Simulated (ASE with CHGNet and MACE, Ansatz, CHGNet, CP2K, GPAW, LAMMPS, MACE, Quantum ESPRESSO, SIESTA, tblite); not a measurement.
# Machine-learned potentials runs on amorphous 32Ga2O3-68GeO2 (mol %) (69 atoms)

Wanted: machine-learned potentials inputs and outputs for amorphous 32Ga2O3-68GeO2 (mol %) (69 atoms), checked against a plane-wave reference.

Method: the method is named at each step, in ASE with CHGNet and MACE.

### Step 1. The structure

The cell holds 69 atoms: 12 Ga, 13 Ge and 44 O. Its edges and angles: a = 9.780 Å, b = 9.780 Å, c = 9.780 Å, α = 90.0°, β = 90.0°, γ = 90.0°. 69 atoms (12 Fe, 13 Ge, 44 O) placed at random at 4.19 g/cm³, melted at 5000 K for 10 ps at fixed volume with the Morse and Coulomb pair potential with partial charges (Pedone, Malavasi, Menziani, Cormack and Segre, J. Phys. Chem. B 110, 11780 (2006)). Quenched from 5000 K to 300 K at 20 K/ps and fixed volume, held 5 ps, then minimised at fixed cell. Then Fe was replaced by Ga and the cell scaled by 1.006 (the potential has no terms for the new elements, so the cell is a start for a DFT relaxation).

The yardstick, on the same geometry:

| Property | Result |
| --- | --- |
| method | Kohn-Sham DFT, PBE, PAW, plane waves (Ansatz 0.2.0); cutoff 420 eV, Γ point, fermi-dirac smearing of 0.05 eV; PAW set soft_2 |
| r.m.s. force component | 1.004 eV/Å |
| longest force | 3.22 eV/Å |
| pressure | 1.063 GPa |
| gap (highest filled to lowest empty level) | 1.122 eV |
| SCF cycles | 10 |
| time | 18 s on 4 threads of Arm Neoverse V1, shared host |
| CPU time | 61 s |

### Step 2. CHGNet r2SCAN potential

Method: machine-learned interatomic potential CHGNet r2SCAN, trained on r2SCAN plane-wave data.

run.py reads:

```python
import numpy as np
from ase.io import read
import mlip  # loads the published weights by name

atoms = read("structure.xyz")
atoms.calc = mlip.calc("chgnet-r2scan")
energy = atoms.get_potential_energy()
forces = atoms.get_forces()
print(f"energy {energy:.6f} eV")
print("forces (eV/A)")
for i, (a, f) in enumerate(zip(atoms, forces)):
    print(f"{i:4d} {a.symbol:2s} {f[0]:10.5f} {f[1]:10.5f} {f[2]:10.5f}")
stress = -atoms.get_stress(voigt=False) * 160.21766
print("stress (GPa, compression positive)")
for row in stress:
    print(" ".join(f"{x:10.4f}" for x in row))
```

structure.xyz reads:

```xyz
69
Lattice="9.77983 0.00000 0.00000 0.00000 9.77983 0.00000 0.00000 0.00000 9.77983" Properties=species:S:1:pos:R:3 pbc="T T T"
Ga 7.30720 2.88016 9.58032
Ga 1.60868 1.31861 9.52438
Ga 8.32889 5.25128 7.32695
Ga 7.19414 1.42893 6.58720
Ga 5.57890 4.68825 1.61631
Ga 6.25792 1.48164 2.57943
Ga 7.27482 8.17154 7.98464
Ga 9.26707 2.60026 2.37660
Ga 3.80641 3.33854 3.66284
Ga 7.80098 9.76389 4.19829
Ga 8.41946 0.25349 0.39491
Ga 0.08127 3.12915 8.23159
Ge 9.16351 5.69411 1.11148
Ge 1.51284 8.34904 0.97818
Ge 1.98863 3.72709 1.19920
Ge 3.03273 0.36449 3.47331
Ge 0.84234 0.71471 6.00129
Ge 6.14154 5.06028 4.96033
Ge 0.77456 4.37970 5.04678
Ge 5.27651 4.87837 8.04538
Ge 3.91545 7.56529 8.49408
Ge 6.69811 7.57614 1.76438
Ge 5.08013 8.21711 5.40766
Ge 9.70179 7.49663 5.54937
Ge 5.08082 0.72107 9.09035
O 7.72920 6.11934 1.96780
O 6.44530 8.97534 2.74432
O 7.87012 3.11556 7.69037
O 7.73272 5.10947 5.49900
O 4.09423 9.17417 4.42283
O 6.25449 1.20664 0.52449
O 8.40733 0.87422 2.40711
O 6.52999 8.95441 6.06369
O 0.97436 8.77231 6.06750
O 5.55533 1.54629 7.68509
O 7.87071 0.24890 8.26278
O 1.70883 3.39644 9.33358
O 6.52559 6.16892 7.94895
O 0.46043 4.44219 1.67969
O 3.52387 4.12552 1.79401
O 8.93006 0.90053 5.65763
O 3.47693 1.05016 9.53485
O 8.81133 7.19453 7.04226
O 7.24558 3.26509 1.78844
O 9.62599 3.30754 4.07838
O 5.61607 6.70603 4.75887
O 3.96954 5.84413 8.54698
O 4.11330 7.83844 6.79992
O 2.40916 3.98411 4.61491
O 4.21139 1.60331 2.94529
O 0.34278 4.26156 6.74945
O 2.62657 8.03892 9.48878
O 0.48635 7.00402 1.14678
O 1.93954 1.05202 4.67339
O 2.28476 9.09974 2.32134
O 0.53173 9.60653 0.29926
[... 9 atom lines left out ...]
O 5.34067 6.60491 1.37896
O 1.01339 1.46101 7.56196
O 8.77026 8.19354 4.29696
O 8.77662 5.00297 9.32409
```

Launch:

```console
OMP_NUM_THREADS=1 python run.py > output.txt
```

The program printed:

```text
CHGNet vr2scan initialized with 412,525 parameters
CHGNet will run on cpu
energy -701.598206 eV
forces (eV/A)
   0 Ga   -0.07470    0.09077    0.15326
   1 Ga    0.91800    0.14008    0.21383
   2 Ga   -0.85253    0.63519   -0.32236
   3 Ga   -0.06158   -0.48329    0.88897
   4 Ga    0.47469    0.61816   -0.16348
   5 Ga    0.60626    0.04899    0.00262
   6 Ga   -0.12622    0.37523   -0.24176
   7 Ga    0.38211    0.26418    0.13615
   8 Ga   -0.66387    0.24677   -0.44626
   9 Ga    0.22915   -0.20134    0.11891
  10 Ga   -0.40080   -0.30907   -0.40716
  11 Ga   -0.16448   -0.28783   -0.16394
  12 Ge   -0.32984    0.25544   -0.95164
  13 Ge    0.29662   -0.19823   -0.02555
  14 Ge   -0.53133   -0.38053    0.37901
  15 Ge   -0.14522   -0.18306    0.76600
  16 Ge   -0.22301   -0.79378   -0.49672
  17 Ge    0.05637    1.36616    1.59184
  18 Ge   -0.15884   -0.55012   -0.56397
  19 Ge    1.21261    1.30767   -0.89780
  20 Ge    1.05831    0.70026   -0.61567
  21 Ge    0.33151    0.24567   -0.34769
  22 Ge    0.47945   -0.40968    0.85165
  23 Ge   -0.60968    0.72795    0.13908
[...]
61 O    -0.24632   -0.28154   -0.04481
  62 O     0.51847   -0.05358   -0.55976
  63 O     0.65253   -0.99342   -0.56250
  64 O    -1.04679   -1.17142   -0.20030
  65 O    -0.98308   -1.50954    0.07128
  66 O     0.20020    0.91662    1.51670
  67 O    -0.73653    0.45545   -0.88236
  68 O     0.04615   -0.31758   -0.97062
stress (GPa, compression positive)
   -2.2463    -0.4972     0.9765
   -0.4972    -2.5613    -1.4401
    0.9765    -1.4401    -4.7704
```

Wall time 5.3 s (1 thread of Arm Neoverse V1, shared host); peak memory 1 GiB.

Banners, paths, timers and routine set-up lines are dropped from the logs unmarked, and long logs keep their key lines alone; longer cuts are marked.

Compared with the plane-wave run:

```yaml
r_m_s_force_component: 0.7076 eV/Å
r_m_s_difference_of_force_components: 347.4 meV/Å
longest_difference_of_force_vectors: 1121 meV/Å
force_difference_over_r_m_s_force: 34.62 %
slope_of_forces_against_the_reference_s: 0.6887
correlation_of_force_components: 0.9767
pressure: -3.193 GPa
pressure_difference: -4.256 GPa
```

Length of the force difference by element (eV/Å):

```tsv
element	atoms	mean	most
Ga	12	0.48	0.92
Ge	13	0.52	1.1
O	44	0.59	1.1
```

Local excerpt of 10 atoms (numbers count through the whole input) about Ga5, which has 5 bonded neighbours where the commonest count for Ga is 6; x, y, z are measured from there.

```tsv
atom	x	y	z	distance (Å)	bonds	Fx	Fy	Fz (eV/Å)
Ga5	0.00	0.00	0.00	0.00	5	0.47	0.62	-0.16
O66	-0.24	1.92	-0.24	1.95	2	-0.98	-1.51	0.07
O59	-0.10	-0.44	1.98	2.03	3	-1.08	-0.76	-1.49
O58	0.20	-0.66	-1.93	2.05	3	0.07	-0.76	1.50
O40	-2.06	-0.56	0.18	2.14	3	2.05	0.53	1.10
O44	1.67	-1.42	0.17	2.20	4	-0.86	-0.17	-0.17
O26	2.15	1.43	0.35	2.61	2	0.27	-0.52	1.00
Ga9	-1.77	-1.35	2.05	3.03	4	-0.66	0.25	-0.45
Ga1	1.73	-1.81	-1.82	3.09	5	-0.07	0.09	0.15
Ge22	1.12	2.89	0.15	3.10	4	0.33	0.25	-0.35
```

Atoms are counted from 1 here, from 0 in the log.

Forces lie 35 % from the reference's, at 0.074 times its CPU time (on 1 against 4 cores).

### Step 3. MACE MPA-0 medium potential

Method: machine-learned interatomic potential MACE MPA-0 medium, trained on PBE(+U) plane-wave data.

run.py, as its differences from that of step 2:

```diff
@@ -5,3 +5,3 @@
 atoms = read("structure.xyz")
-atoms.calc = mlip.calc("chgnet-r2scan")
+atoms.calc = mlip.calc("mace-mpa-0-medium")
 energy = atoms.get_potential_energy()
```

structure.xyz is that of step 2.

The program printed:

```text
energy -417.109462 eV
forces (eV/A)
   0 Ga   -0.02960    0.18019    0.01923
   1 Ga    1.39347    0.28142    0.15386
   2 Ga   -0.97452    1.02596   -0.25585
   3 Ga   -0.11204   -0.60333    1.07703
   4 Ga    0.65573    1.17135   -0.53956
   5 Ga    0.84989   -0.26175   -0.16780
   6 Ga   -0.21663    0.24800   -0.55884
   7 Ga    0.69598    0.21310    0.27243
   8 Ga   -1.36407    0.61759   -0.09372
   9 Ga    0.60639   -0.78847    0.33694
  10 Ga   -0.52942   -0.44516   -0.43702
  11 Ga   -0.15375   -0.07203   -0.23193
  12 Ge   -0.26955    0.54699   -1.43533
  13 Ge    0.15286   -0.60446    0.33674
  14 Ge   -0.45841   -0.29783    0.27381
  15 Ge   -0.50799   -0.68226    1.02542
  16 Ge   -0.37510   -1.12681   -0.54427
  17 Ge    0.38536    1.92815    2.40303
  18 Ge   -0.18075   -0.57141   -0.69297
  19 Ge    1.50383    1.77604   -1.38782
  20 Ge    1.09879    0.77095   -0.79787
  21 Ge    0.51652    0.43763   -0.12817
  22 Ge    0.53042   -0.39708    0.90175
  23 Ge   -0.91098    1.00846    0.07247
[...]
61 O    -0.29993   -0.48561    0.34921
  62 O     0.91518    0.39322   -0.79615
  63 O     0.42593   -0.73282   -0.25791
  64 O    -1.70612   -1.91380   -0.13679
  65 O    -1.64441   -1.95208   -0.00998
  66 O     0.42002    1.06989    1.75881
  67 O    -0.81432    0.42437   -1.45295
  68 O     0.04778   -0.67497   -1.42846
stress (GPa, compression positive)
    1.7050    -0.8893     1.2983
   -0.8893     2.1989    -2.4215
    1.2983    -2.4215    -1.7694
```

It took 9.1 s on 1 thread; peak memory 0.95 GiB.

Against the reference:

| Quantity | Value |
| --- | --- |
| r.m.s. force component | 0.9526 eV/Å |
| r.m.s. difference of force components | 95.81 meV/Å |
| longest difference of force vectors | 351.3 meV/Å |
| force difference over r.m.s. force | 9.547 % |
| slope of forces against the reference's | 0.946 |
| correlation of force components | 0.9966 |
| pressure | 0.7115 GPa |
| pressure difference | -0.3516 GPa |

Against the first run (35 %), the force difference from the reference is 9.5 %, at 1.9 times the CPU time.

### Step 4. CHGNet 0.3.0 potential

Method: machine-learned interatomic potential CHGNet 0.3.0, trained on PBE(+U) plane-wave data.

run.py, as its differences from that of step 3:

```diff
@@ -5,3 +5,3 @@
 atoms = read("structure.xyz")
-atoms.calc = mlip.calc("mace-mpa-0-medium")
+atoms.calc = mlip.calc("chgnet-0.3.0")
 energy = atoms.get_potential_energy()
```

structure.xyz is that of step 3.

The program printed:

```text
CHGNet v0.3.0 initialized with 412,525 parameters
CHGNet will run on cpu
energy -449.265869 eV
forces (eV/A)
   0 Ga   -0.07605    0.13106    0.06738
   1 Ga    1.25076    0.15374    0.27952
   2 Ga   -1.07711    0.94160   -0.32810
   3 Ga   -0.02283   -0.46385    1.17124
   4 Ga    0.61970    0.85098   -0.42128
   5 Ga    0.55506    0.01028   -0.18925
   6 Ga   -0.33250    0.30445   -0.30635
   7 Ga    0.71466    0.37740    0.08217
   8 Ga   -1.11926    0.27216   -0.35589
   9 Ga    0.39201   -0.49810    0.18026
  10 Ga   -0.58316   -0.43218   -0.35641
  11 Ga   -0.05661   -0.31173   -0.18993
  12 Ge   -0.37508    0.38636   -1.29904
  13 Ge    0.47673   -0.46669    0.14379
  14 Ge   -0.58832   -0.33307    0.46415
  15 Ge   -0.33884   -0.44689    1.01371
  16 Ge   -0.12653   -1.15415   -0.65061
  17 Ge    0.23908    1.86208    2.30012
  18 Ge   -0.13176   -0.60818   -0.81770
  19 Ge    1.38486    1.63369   -1.32354
  20 Ge    1.18228    0.84022   -0.77341
  21 Ge    0.42332    0.29573   -0.22923
  22 Ge    0.42401   -0.58262    1.06253
  23 Ge   -0.66886    0.86435    0.18225
[...]
61 O    -0.16263   -0.38076    0.11417
  62 O     0.79356    0.14698   -0.85192
  63 O     0.61699   -0.92324   -0.48395
  64 O    -1.58504   -1.83248   -0.35747
  65 O    -1.63262   -1.84270    0.03007
  66 O     0.34826    1.21894    2.02690
  67 O    -0.94431    0.44978   -1.36158
  68 O    -0.00011   -0.56471   -1.43613
stress (GPa, compression positive)
    1.9557    -0.6137     1.1278
   -0.6137     2.0387    -1.8756
    1.1278    -1.8756    -0.8631
```

Elapsed: 4 s, on 1 thread; peak memory 1 GiB.

Compared with the plane-wave run:

```yaml
r_m_s_force_component: 0.9529 eV/Å
r_m_s_difference_of_force_components: 151.7 meV/Å
longest_difference_of_force_vectors: 514.8 meV/Å
force_difference_over_r_m_s_force: 15.12 %
slope_of_forces_against_the_reference_s: 0.9393
correlation_of_force_components: 0.9893
pressure: 1.044 GPa
pressure_difference: -0.0193 GPa
```

Against the first run (35 %), the force difference from the reference is 15 %, at 0.89 times the CPU time.

### Step 5. All runs compared

Differences are against the plane-wave reference, forces as r.m.s. over components; share is that over the reference's r.m.s. force, slope the least-squares factor from reference forces to these. Total energies of different programs have different zeros and aren't compared.

```tsv
run	Δ force, r.m.s. (meV/Å)	share (%)	slope	Δ pressure (GPa)	cores	CPU time	memory (GiB)
reference	-	-	-	-	4	61 s	1.4
CHGNet r2SCAN potential	347	34.6	0.689	-4.26	1	4.5 s	1.0
MACE MPA-0 medium potential	95.8	9.55	0.946	-0.352	1	8.7 s	0.95
CHGNet 0.3.0 potential	152	15.1	0.939	-0.0193	1	4 s	1.0
```

Times of the machine-learned potentials are mostly Python's start and the loading of weights.

CPU time is summed over cores on a shared host, where runs went side by side, so it is rough. Symmetry, cutoffs, thresholds, outputs and thread counts weren't matched or tuned between programs; memory under MPI is the largest rank's times the ranks.

### Step 6. What came out

```yaml
nearest_in_forces: MACE MPA-0 medium potential, 9.5 %
its_cpu_time: 8.7 s
```

Machine-learned potentials differ by 9.5 % (MACE MPA-0 medium potential) to 35 % (CHGNet r2SCAN potential); they were trained on other programs' data, some at another functional. Machine-learned potentials mimic data converged in k, so the reference's own k-point error enters their differences. The quench rate of 20 K/ps is many orders above laboratory rates, so the cell is likely richer in defects and strain than a real sample. The network of bonds at the start is that of the classical potential that made the cell, and needn't be the one that DFT or experiment would give. The reference's stress is far from hydrostatic: its diagonal is 2.0, 2.6, -1.4 GPa, compression counted positive. The electronic-structure runs sample only Γ, in a cell whose shortest periodic width is 10 Å.

[Also dropped from logs without a mark: logging warnings of Python, and SIESTA's first energy breakdown and zero terms.]

[Logs are printed without paths, hosts, clocks, repeated set-up lines and the standing remarks that a program may print on its own settings, such as how far it seeks lower states.]

[Hosts, paths, dates, database ids (printed as entryN), source tags and the programs' standing remarks are cut or masked in the printed files.]
